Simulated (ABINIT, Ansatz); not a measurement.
# SrW (Pm-3m): phonons by linear response

Aim: the phonon dispersion of SrW (Pm-3m), checked by a second program.

Main program and level: ABINIT 10.8.3; DFT PBE, scalar-relativistic, plane waves, SPMS norm-conserving pseudopotentials.

The structure was built from a prototype and need not be the compound's stable phase.

## (1) The starting structure

Symmetry: Pm-3m, No. 221, cubic system. Conventional cell: a = 4.067 Å, b = 4.067 Å, c = 4.067 Å, α = 90.00°, β = 90.00°, γ = 90.00°. Sr has 8 W at 3.52 Å nearest. Nearest to W lie 8 Sr at 3.52 Å. Farther neighbours are not listed.

## (2) A probe with smearing

A first run with smearing and empty bands tells whether the crystal has a gap, which decides between fixed occupations and smearing later on.

probe.abi

```
# ground state
tolvrs 1.0d-08
prtden 1
prtwf 1

# basis, mesh and filling
ecut 30.0
ngkpt 4 4 4
nshiftk 1
shiftk 0.0 0.0 0.0
istwfk *1
occopt 7
tsmear 0.005
nband 19
nstep 100
diemac 9.0
prtebands 0
prtgsr 0
useylm 1

# cell and atoms
acell 3*1.0 Angstrom
rprim 
    4.06679506 0.0 0.0
    0.0 4.06679506 0.0
    0.0 0.0 4.06679506
ntypat 2
znucl 38 74
natom 2
typat 1 2
xred 
    0.0 0.0 0.0
    0.5 0.5 0.5
pp_dirpath "./pseudo"
pseudos "Sr.psp8, W.psp8"
```

Launch:

```
$ OMP_NUM_THREADS=1 mpirun -n 4 abinit probe.abi > probe.log
```

Numbers of over 12 decimals in the logs are rounded to 6 here.

probe.abo, the main output file:

```text
[banners, grids, parts of the stress and lines that vanish by symmetry left out]
- input  file    -> probe.abi
- output file    -> probe.abo
- root for input  files -> probei
[...]
Symmetries : space group Pm -3 m (#221); Bravais cP (primitive cubic)
[...]
mpw =        3585          nfft =       64000          nkpt =          10
[...]
== DATASET  1 ==================================================================
[...]
cutoff_energies: {ecut:  30.0, pawecutdg:  -1.0, }
[...]
Exchange-correlation functional for the present dataset will be:
  GGA: Perdew-Burke-Ernzerhof functional - ixc=11
[...]
ETOT  1  -110.36966919251    -1.104E+02 4.228E-02 6.983E+01
 ETOT  2  -110.39555974817    -2.589E-02 3.128E-03 1.552E+02
 ETOT  3  -110.42751403130    -3.195E-02 7.352E-04 3.118E-01
 ETOT  4  -110.42757482458    -6.079E-05 2.165E-03 4.012E-03
 ETOT  5  -110.42757563524    -8.107E-07 1.350E-04 1.350E-04
 ETOT  6  -110.42757565310    -1.786E-08 4.900E-04 1.189E-05
 ETOT  7  -110.42757565514    -2.037E-09 1.424E-04 1.538E-07
 ETOT  8  -110.42757565516    -2.252E-11 3.558E-04 1.192E-09
 At SCF step    8       vres2   =  1.19E-09 < tolvrs=  1.00E-08 =>converged.
[...]
sigma(1 1)=  3.10530247E-04  sigma(3 2)=  0.00000000E+00
  sigma(2 2)=  3.10530247E-04  sigma(3 1)=  0.00000000E+00
  sigma(3 3)=  3.10530247E-04  sigma(2 1)=  0.00000000E+00
[...]
convergence: {deltae: -2.252E-11, res2:  1.192E-09, residm:  3.558E-04, diffor: null, }
etotal    :  -1.10427576E+02
[...]
sigma(1 1)=  3.10530247E-04  sigma(3 2)=  0.00000000E+00
  sigma(2 2)=  3.10530247E-04  sigma(3 1)=  0.00000000E+00
  sigma(3 3)=  3.10530247E-04  sigma(2 1)=  0.00000000E+00
[...]
- sigma(1 1)=  9.13611528E+00  sigma(3 2)=  0.00000000E+00
- sigma(2 2)=  9.13611528E+00  sigma(3 1)=  0.00000000E+00
- sigma(3 3)=  9.13611528E+00  sigma(2 1)=  0.00000000E+00
[...]
fcart     -0.0000000000E+00 -0.0000000000E+00 -0.0000000000E+00
           strten      3.1053024650E-04  3.1053024650E-04  3.1053024650E-04
================================================================================

[key lines of the parts left out:]
pressure_GPa:  -9.1361E+00
```

Elapsed: 26 s, on 4 MPI ranks of Intel Xeon at 2.50GHz (Skylake/Cascade Lake), shared host; 75 s of CPU time.

Numbers from this step:

```yaml
volume_per_atom: 33.63 Å³
pressure: -9.136 GPa
gap_on_the_k_mesh: 0 eV
```

No gap opens on this mesh, so smearing is kept; the printed pressure holds the stress of the finite basis too.

## (3) Rough relaxation

The typed start is rough, so a first relaxation with smearing and loose thresholds takes it towards rest cheaply.

prerelax.abi

```
# relaxation
ionmov 2
optcell 2
dilatmx 1.15
chkdilatmx 0
ntime 40
tolmxf 3.0d-04
tolvrs 1.0d-10
prtwf 0
prtden 0
chksymtnons 0

# basis, mesh and filling
ecut 31.0
ecutsm 3.0
ngkpt 4 4 4
nshiftk 1
shiftk 0.0 0.0 0.0
istwfk *1
occopt 7
tsmear 0.005
nband 19
nstep 100
diemac 1000000.0
prtebands 0
prtgsr 0
useylm 1

# cell and atoms
acell 3*1.0 Angstrom
rprim 
    4.06679506 0.0 0.0
    0.0 4.06679506 0.0
    0.0 0.0 4.06679506
ntypat 2
znucl 38 74
natom 2
typat 1 2
xred 
    0.0 0.0 0.0
    0.5 0.5 0.5
pp_dirpath "./pseudo"
pseudos "Sr.psp8, W.psp8"
```

Launch:

```
$ OMP_NUM_THREADS=1 mpirun -n 4 abinit prerelax.abi > prerelax.log
```

prerelax.abo, the main output file:

```text
[banners, grids, parts of the stress and lines that vanish by symmetry left out]
- input  file    -> prerelax.abi
- output file    -> prerelax.abo
- root for input  files -> prerelaxi
[...]
Symmetries : space group Pm -3 m (#221); Bravais cP (primitive cubic)
[...]
mpw =        5716          nfft =      110592          nkpt =          10
[...]
== DATASET  1 ==================================================================
[...]
cutoff_energies: {ecut:  31.0, pawecutdg:  -1.0, }
[...]
Exchange-correlation functional for the present dataset will be:
  GGA: Perdew-Burke-Ernzerhof functional - ixc=11
[...]
ETOT  1  -110.37156284192    -1.104E+02 6.667E-02 1.169E+02
 ETOT  2  -110.40555112388    -3.399E-02 3.104E-03 1.813E+02
 ETOT  3  -110.42755070733    -2.200E-02 4.433E-04 2.343E-01
 ETOT  4  -110.42757513336    -2.443E-05 2.124E-04 4.243E-03
[...]
ETOT  8  -110.44947221110    -2.260E-12 1.872E-09 2.952E-12
 At SCF step    8       vres2   =  2.95E-12 < tolvrs=  1.00E-10 =>converged.
[...]
sigma(1 1)= -1.56490832E-07  sigma(3 2)=  0.00000000E+00
  sigma(2 2)= -1.56490832E-07  sigma(3 1)=  0.00000000E+00
  sigma(3 3)= -1.56490832E-07  sigma(2 1)=  0.00000000E+00
[...]
convergence: {deltae: -2.260E-12, res2:  2.952E-12, residm:  1.872E-09, diffor: null, }
etotal    :  -1.10449472E+02
[...]
At Broyd/MD step   6, gradients are converged :
[...]
sigma(1 1)= -1.56490832E-07  sigma(3 2)=  0.00000000E+00
  sigma(2 2)= -1.56490832E-07  sigma(3 1)=  0.00000000E+00
  sigma(3 3)= -1.56490832E-07  sigma(2 1)=  0.00000000E+00
[...]
- sigma(1 1)= -4.60411923E-03  sigma(3 2)=  0.00000000E+00
- sigma(2 2)= -4.60411923E-03  sigma(3 1)=  0.00000000E+00
- sigma(3 3)= -4.60411923E-03  sigma(2 1)=  0.00000000E+00
[...]
fcart     -0.0000000000E+00 -0.0000000000E+00 -0.0000000000E+00
           strten     -1.5649083175E-07 -1.5649083175E-07 -1.5649083176E-07
================================================================================

[key lines of the parts left out:]
pressure_GPa:   4.6041E-03
Total energy (etotal) [Ha]= -1.10449472211102E+02
```

Wall time 4.2 min (4 MPI ranks).

Relaxation path:

```
step  energy less that of the first step (eV)  largest force (eV/Å)  volume (Å³)
   1                                   0.0000                0.0000        67.26
   2                                  -0.1038                0.0000        65.40
   3                                  -0.4415                0.0000        44.57
   4                                  -0.5868                0.0000        52.39
   5                                  -0.5958                0.0000        50.87
   6                                  -0.5958                0.0000        50.72
```

```
conventional cell, symmetrised  before  after   change
                         a (Å)   4.067  3.702   -9.0 %
                         b (Å)   4.067  3.702   -9.0 %
                         c (Å)   4.067  3.702   -9.0 %
              volume (Å³/atom)   33.63  25.36  -24.6 %
```

The relaxed structure:

```xyz
2
Lattice="3.7017 0.0000 0.0000 0.0000 3.7017 0.0000 0.0000 0.0000 3.7017" Properties=species:S:1:pos:R:3 pbc="T T T"
Sr    0.0000    0.0000    0.0000
W     1.8508    1.8508    1.8508
```

This step gave:

```
volume per atom : 25.36 Å³
pressure        : 0.004604 GPa
```

The volume changes by -24.6 % in this run and stands -24.6 % from the first cell.

## (4) Rough relaxation

The cell changed much, so the rough relaxation is repeated on a basis made for the new cell.

prerelax.abi, as its differences from that of step 3:

```diff
@@ -31,5 +31,5 @@
 rprim 
-    4.06679506 0.0 0.0
-    0.0 4.06679506 0.0
-    0.0 0.0 4.06679506
+    3.701679063 0.0 0.0
+    0.0 3.701679063 0.0
+    0.0 0.0 3.701679063
 ntypat 2
```

prerelax.abo, the main output file:

```text
[banners, grids, parts of the stress and lines that vanish by symmetry left out]
- input  file    -> prerelax.abi
- output file    -> prerelax.abo
- root for input  files -> prerelaxi
[...]
Symmetries : space group Pm -3 m (#221); Bravais cP (primitive cubic)
[...]
mpw =        4337          nfft =       91125          nkpt =          10
[...]
== DATASET  1 ==================================================================
[...]
cutoff_energies: {ecut:  31.0, pawecutdg:  -1.0, }
[...]
Exchange-correlation functional for the present dataset will be:
  GGA: Perdew-Burke-Ernzerhof functional - ixc=11
[...]
ETOT  1  -110.39986214705    -1.104E+02 4.538E-02 1.171E+02
 ETOT  2  -110.43433895761    -3.448E-02 2.033E-02 1.260E+02
 ETOT  3  -110.44945728797    -1.512E-02 7.442E-03 1.097E-01
 ETOT  4  -110.44947198957    -1.470E-05 1.016E-04 1.893E-03
 ETOT  5  -110.44947220229    -2.127E-07 4.463E-05 1.033E-04
 ETOT  6  -110.44947221093    -8.638E-09 2.586E-05 4.745E-06
 ETOT  7  -110.44947221141    -4.856E-10 1.440E-05 9.009E-09
 ETOT  8  -110.44947221141    -1.023E-12 1.680E-05 4.058E-11
 At SCF step    8       vres2   =  4.06E-11 < tolvrs=  1.00E-10 =>converged.
[...]
sigma(1 1)= -1.56286602E-07  sigma(3 2)=  0.00000000E+00
  sigma(2 2)= -1.56286602E-07  sigma(3 1)=  0.00000000E+00
  sigma(3 3)= -1.56286602E-07  sigma(2 1)=  0.00000000E+00
[...]
convergence: {deltae: -1.023E-12, res2:  4.058E-11, residm:  1.680E-05, diffor: null, }
etotal    :  -1.10449472E+02
[...]
At Broyd/MD step   1, gradients are converged :
[...]
sigma(1 1)= -1.56286602E-07  sigma(3 2)=  0.00000000E+00
  sigma(2 2)= -1.56286602E-07  sigma(3 1)=  0.00000000E+00
  sigma(3 3)= -1.56286602E-07  sigma(2 1)=  0.00000000E+00
[...]
- sigma(1 1)= -4.59811059E-03  sigma(3 2)=  0.00000000E+00
- sigma(2 2)= -4.59811059E-03  sigma(3 1)=  0.00000000E+00
- sigma(3 3)= -4.59811059E-03  sigma(2 1)=  0.00000000E+00
[...]
fcart     -0.0000000000E+00 -0.0000000000E+00 -0.0000000000E+00
           strten     -1.5628660249E-07 -1.5628660249E-07 -1.5628660248E-07
================================================================================

[key lines of the parts left out:]
pressure_GPa:   4.5981E-03
Total energy (etotal) [Ha]= -1.10449472211413E+02
```

The job ended after 39 s (4 MPI ranks; 1.7 min of CPU time).

Little changed from the start: no atom moved by 0.005 Å and no cell edge by 0.1 %.

Numbers from this step:

```yaml
pressure: 0.004598 GPa
```

The volume changes by +0.0 % in this run and stands -24.6 % from the first cell.

## (5) Relaxation

The harmonic expansion needs vanishing forces, and a free crystal bears no stress, so cell and atoms are brought to rest. Stress is more sensitive to the basis than forces are: the last 3 Ha under the cutoff are smoothed with ecutsm, and the cutoff is raised above that of the later runs.

relax.abi

```
# relaxation
ionmov 2
optcell 2
dilatmx 1.08
ntime 40
tolmxf 1.0d-05
tolvrs 1.0d-14
prtwf 0
prtden 0
chksymtnons 0

# basis, mesh and filling
ecut 38.0
ecutsm 3.0
ngkpt 8 8 8
nshiftk 1
shiftk 0.0 0.0 0.0
istwfk *1
occopt 7
tsmear 0.01
nband 19
nstep 100
diemac 1000000.0
prtebands 0
prtgsr 0
useylm 1

# cell and atoms
acell 3*1.0 Angstrom
rprim 
    3.701679066 0.0 0.0
    0.0 3.701679066 0.0
    0.0 0.0 3.701679066
ntypat 2
znucl 38 74
natom 2
typat 1 2
xred 
    0.0 0.0 0.0
    0.5 0.5 0.5
pp_dirpath "./pseudo"
pseudos "Sr.psp8, W.psp8"
```

Launch:

```
$ OMP_NUM_THREADS=1 mpirun -n 4 abinit relax.abi > relax.log
```

relax.abo, the main output file:

```text
[banners, grids, parts of the stress and lines that vanish by symmetry left out]
- input  file    -> relax.abi
- output file    -> relax.abo
- root for input  files -> relaxi
[...]
Symmetries : space group Pm -3 m (#221); Bravais cP (primitive cubic)
[...]
mpw =        4849          nfft =       91125          nkpt =          35
[...]
== DATASET  1 ==================================================================
[...]
cutoff_energies: {ecut:  38.0, pawecutdg:  -1.0, }
[...]
Exchange-correlation functional for the present dataset will be:
  GGA: Perdew-Burke-Ernzerhof functional - ixc=11
[...]
ETOT  1  -110.39134758257    -1.104E+02 7.255E-02 1.330E+02
 ETOT  2  -110.42624258702    -3.490E-02 6.737E-03 1.656E+02
 ETOT  3  -110.44705247891    -2.081E-02 1.909E-03 5.274E-02
 ETOT  4  -110.44706151105    -9.032E-06 6.669E-04 6.022E-03
 ETOT  5  -110.44706227026    -7.592E-07 6.405E-04 9.959E-05
[...]
At SCF step   11       vres2   =  1.74E-15 < tolvrs=  1.00E-14 =>converged.
[...]
sigma(1 1)=  8.92902709E-07  sigma(3 2)=  0.00000000E+00
  sigma(2 2)=  8.92902709E-07  sigma(3 1)=  0.00000000E+00
  sigma(3 3)=  8.92902709E-07  sigma(2 1)=  0.00000000E+00
[...]
convergence: {deltae:  3.823E-12, res2:  1.741E-15, residm:  3.968E-05, diffor: null, }
etotal    :  -1.10447062E+02
[...]
ETOT  1  -110.44706202497    -1.104E+02 3.139E-05 2.037E-03
[...]
At SCF step    8       vres2   =  2.69E-15 < tolvrs=  1.00E-14 =>converged.
[...]
sigma(1 1)=  7.53013238E-07  sigma(3 2)=  0.00000000E+00
  sigma(2 2)=  7.53013238E-07  sigma(3 1)=  0.00000000E+00
  sigma(3 3)=  7.53013238E-07  sigma(2 1)=  0.00000000E+00
[...]
convergence: {deltae:  3.553E-13, res2:  2.689E-15, residm:  5.134E-06, diffor: null, }
etotal    :  -1.10447062E+02
[...]
ETOT  1  -110.44705432350    -1.104E+02 3.088E-06 5.891E-02
[...]
ETOT  8  -110.44706235837     5.713E-12 3.678E-07 8.212E-14
 ETOT  9  -110.44706235837    -2.402E-12 7.404E-07 1.493E-15
 At SCF step    9       vres2   =  1.49E-15 < tolvrs=  1.00E-14 =>converged.
[...]
sigma(1 1)= -4.42962798E-10  sigma(3 2)=  0.00000000E+00
  sigma(2 2)= -4.42962791E-10  sigma(3 1)=  0.00000000E+00
  sigma(3 3)= -4.42962771E-10  sigma(2 1)=  0.00000000E+00
[...]
convergence: {deltae: -2.402E-12, res2:  1.493E-15, residm:  7.404E-07, diffor: null, }
etotal    :  -1.10447062E+02
[...]
At Broyd/MD step   3, gradients are converged :
[...]
sigma(1 1)= -4.42962798E-10  sigma(3 2)=  0.00000000E+00
  sigma(2 2)= -4.42962791E-10  sigma(3 1)=  0.00000000E+00
  sigma(3 3)= -4.42962771E-10  sigma(2 1)=  0.00000000E+00
[...]
- sigma(1 1)= -1.30324155E-05  sigma(3 2)=  0.00000000E+00
- sigma(2 2)= -1.30324153E-05  sigma(3 1)=  0.00000000E+00
- sigma(3 3)= -1.30324147E-05  sigma(2 1)=  0.00000000E+00
[...]
fcart     -0.0000000000E+00 -0.0000000000E+00 -0.0000000000E+00
           strten     -4.4296279839E-10 -4.4296279145E-10 -4.4296277063E-10
================================================================================

[key lines of the parts left out:]
pressure_GPa:   1.3032E-05
Total energy (etotal) [Ha]= -1.10447062358371E+02
```

Elapsed: 3.8 min, on 4 MPI ranks; 13 min of CPU time.

Little changed from the start: no atom moved by 0.005 Å and no cell edge by 0.1 %.

Numbers from this step:

```yaml
volume_per_atom: 25.35 Å³
pressure: 1.30e-5 GPa
```

The volume changes by -0.1 % in this run and stands -24.6 % from the first cell.

## (6) Self-consistent run for the response

First-order wavefunctions inherit every error of the ground state, hence the very tight tolvrs. Smearing stays on, as the first look found no gap above 0.3 eV.

gs.abi

```
# ground state
tolvrs 1.0d-16
prtden 1
prtwf 1

# basis, mesh and filling
ecut 30.0
ngkpt 8 8 8
nshiftk 1
shiftk 0.0 0.0 0.0
istwfk *1
occopt 7
tsmear 0.01
nband 19
nstep 100
diemac 1000000.0
prtebands 0
prtgsr 0
useylm 1

# cell and atoms
acell 3*1.0 Angstrom
rprim 
    3.70104643 0.0 0.0
    0.0 3.70104643 0.0
    0.0 0.0 3.70104643
ntypat 2
znucl 38 74
natom 2
typat 1 2
xred 
    0.0 0.0 0.0
    0.5 0.5 0.5
pp_dirpath "./pseudo"
pseudos "Sr.psp8, W.psp8"
```

Launch:

```
$ OMP_NUM_THREADS=1 mpirun -n 4 abinit gs.abi > gs.log
```

gs.abo, the main output file:

```text
[banners, grids, parts of the stress and lines that vanish by symmetry left out]
- input  file    -> gs.abi
- output file    -> gs.abo
- root for input  files -> gsi
[...]
Symmetries : space group Pm -3 m (#221); Bravais cP (primitive cubic)
[...]
mpw =        2730          nfft =       46656          nkpt =          35
[...]
== DATASET  1 ==================================================================
[...]
cutoff_energies: {ecut:  30.0, pawecutdg:  -1.0, }
[...]
Exchange-correlation functional for the present dataset will be:
  GGA: Perdew-Burke-Ernzerhof functional - ixc=11
[...]
ETOT  1  -110.38791888112    -1.104E+02 6.668E-02 7.311E+01
 ETOT  2  -110.42362568926    -3.571E-02 6.256E-03 9.581E+01
 ETOT  3  -110.44704196318    -2.342E-02 1.831E-03 3.855E-02
 ETOT  4  -110.44705718988    -1.523E-05 4.901E-04 2.364E-03
 ETOT  5  -110.44705775532    -5.654E-07 6.390E-05 1.387E-04
[...]
ETOT 11  -110.44705778306    -1.464E-12 1.462E-05 1.185E-15
 ETOT 12  -110.44705778306     5.542E-13 1.270E-05 9.281E-19
 At SCF step   12       vres2   =  9.28E-19 < tolvrs=  1.00E-16 =>converged.
[...]
sigma(1 1)= -6.05792899E-09  sigma(3 2)=  0.00000000E+00
  sigma(2 2)= -6.05792897E-09  sigma(3 1)=  0.00000000E+00
  sigma(3 3)= -6.05792898E-09  sigma(2 1)=  0.00000000E+00
[...]
convergence: {deltae:  5.542E-13, res2:  9.281E-19, residm:  1.270E-05, diffor: null, }
etotal    :  -1.10447058E+02
[...]
sigma(1 1)= -6.05792899E-09  sigma(3 2)=  0.00000000E+00
  sigma(2 2)= -6.05792897E-09  sigma(3 1)=  0.00000000E+00
  sigma(3 3)= -6.05792898E-09  sigma(2 1)=  0.00000000E+00
[...]
- sigma(1 1)= -1.78230424E-04  sigma(3 2)=  0.00000000E+00
- sigma(2 2)= -1.78230424E-04  sigma(3 1)=  0.00000000E+00
- sigma(3 3)= -1.78230424E-04  sigma(2 1)=  0.00000000E+00
[...]
fcart     -0.0000000000E+00 -0.0000000000E+00 -0.0000000000E+00
           strten     -6.0579289883E-09 -6.0579289744E-09 -6.0579289779E-09
================================================================================

[key lines of the parts left out:]
pressure_GPa:   1.7823E-04
```

Wall time 50 s (4 MPI ranks).

This step gave:

```yaml
pressure: 1.78e-4 GPa
```

The cell stands at 1.8e-4 GPa, close enough for phonons.

(Part 1 of 4 ends here.)

[Host names and launcher messages were left out of these logs when they were recorded.]

[Logs are printed without paths, hosts, clocks, repeated set-up lines and the standing remarks that a program may print on its own settings, such as how far it seeks lower states.]

[Hosts, paths, dates, database ids (printed as entryN), source tags and the programs' standing remarks are cut or masked in the printed files.]
